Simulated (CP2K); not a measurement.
Consider bicarbonate at its PBE geometry (Å).

```xyz
5

O     0.7017   -0.7505    0.2973
C    -0.4456    0.0770   -0.1187
O    -1.5141   -0.5570   -0.2587
O    -0.1362    1.2957   -0.2603
H     1.3942   -0.0651    0.3405
```

Method: CP2K XAS_TDP, all-electron GAPW, PBEh(45%), aug-cc-pVTZ, TDA, GW2X-corrected core level, no relativity.

Where do the C K-edge lines lie, and how strong are they?

Leading lines: C2 290.54 eV. The leading line of an atom is its first one with 35 % of the strongest within 2.5 eV of its lowest line over the strength cut. Core ionisation energies at this level: C2 289.74 eV.

The first six lines of each atom with a strength over 0.0015:

| atom | energy (eV) | states | strength, one atom | above the computed threshold |
| --- | --- | --- | --- | --- |
| C2 (bonded to 3 O) | 290.54 | 1 | 0.0857 | yes |
|  | 293.73 | 1 | 0.0034 | yes |
|  | 294.38 | 1 | 0.0304 | yes |
|  | 294.70 | 1 | 0.0029 | yes |
|  | 295.93 | 1 | 0.0157 | yes |
|  | 297.75 | 1 | 0.0257 | yes |

Lines are vertical, at one geometry, with no vibrational structure. GW2X ionisation energies and lines can be off by 1 to 2 eV either way, and a good line position may hide errors that cancel. These values hold no scalar relativity, about 0.1 eV for C 1s. Rydberg lines, and the discretised continuum above threshold, depend on the basis and the box. The ion (charge -1) is isolated, with no counter-ion or solvent. In an isolated anion many lines lie above the ionisation threshold and are held only by the finite basis.

[Banner, clock and machine lines of the logs are left out without a mark of their own.]

[Logs are printed without paths, hosts, clocks, repeated set-up lines and the standing remarks that a program may print on its own settings, such as how far it seeks lower states.]

[Hosts, paths, dates, database ids (printed as entryN), source tags and the programs' standing remarks are cut or masked in the printed files.]
